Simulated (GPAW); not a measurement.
# Calculated records

```xyz
4
Lattice="3.220 0.000 0.000 -1.610 2.789 0.000 0.000 0.000 16.800" Properties=species:S:1:pos:R:3 subject="P (honeycomb multilayer): G0W0 with GPAW, start to end" method="DFT, LDA, plane waves, PAW (and 1 further level or step)" program="GPAW 26.7.0" settings="cutoff 450 eV, GPAW PAW setups 1.2.1 data release, 12×12×1 k-mesh, nbands 255" cost="4 runs, 2.4 min in all on 12 MPI ranks of Arm Neoverse V2, shared host" notes="The structure was relaxed with LDA." lda_gap="1.44 eV, indirect" g0w0_gap_on_the_mesh="2.53 eV" gw_settings="12×12×1 mesh, 113 bands, screening to 48 eV, full frequency, Hilbert transform" known_limits="short of the basis limit"
P     0.000    1.859    6.400
P     1.610    0.930    5.158
P     1.610    0.930   11.642
P     0.000    1.859   10.400
```

[Long decimals in the printed logs are rounded to 6 places.]

[Logs are printed without paths, hosts, clocks, repeated set-up lines and the standing remarks that a program may print on its own settings, such as how far it seeks lower states.]

[Paths, hosts, dates, memory and timing lines, banners, echoed tables and standing remarks are left out of the program output; an Ansatz launch command may be rebuilt from the run's recorded settings. Measured values are a selection of at most five: reports struck by readers or far from the other reports are left out. None is set beside runs whose start may be inverted or whose files or cutoffs have a known fault.]

[Runs of the session that timed out or met a known fault of the program may be left out.]

[Hosts, paths, dates, database ids (printed as entryN), source tags and the programs' standing remarks are cut or masked in the printed files.]

[Where the starting crystal was built by hand or by swapping elements, it need not be the compound's stable phase.]
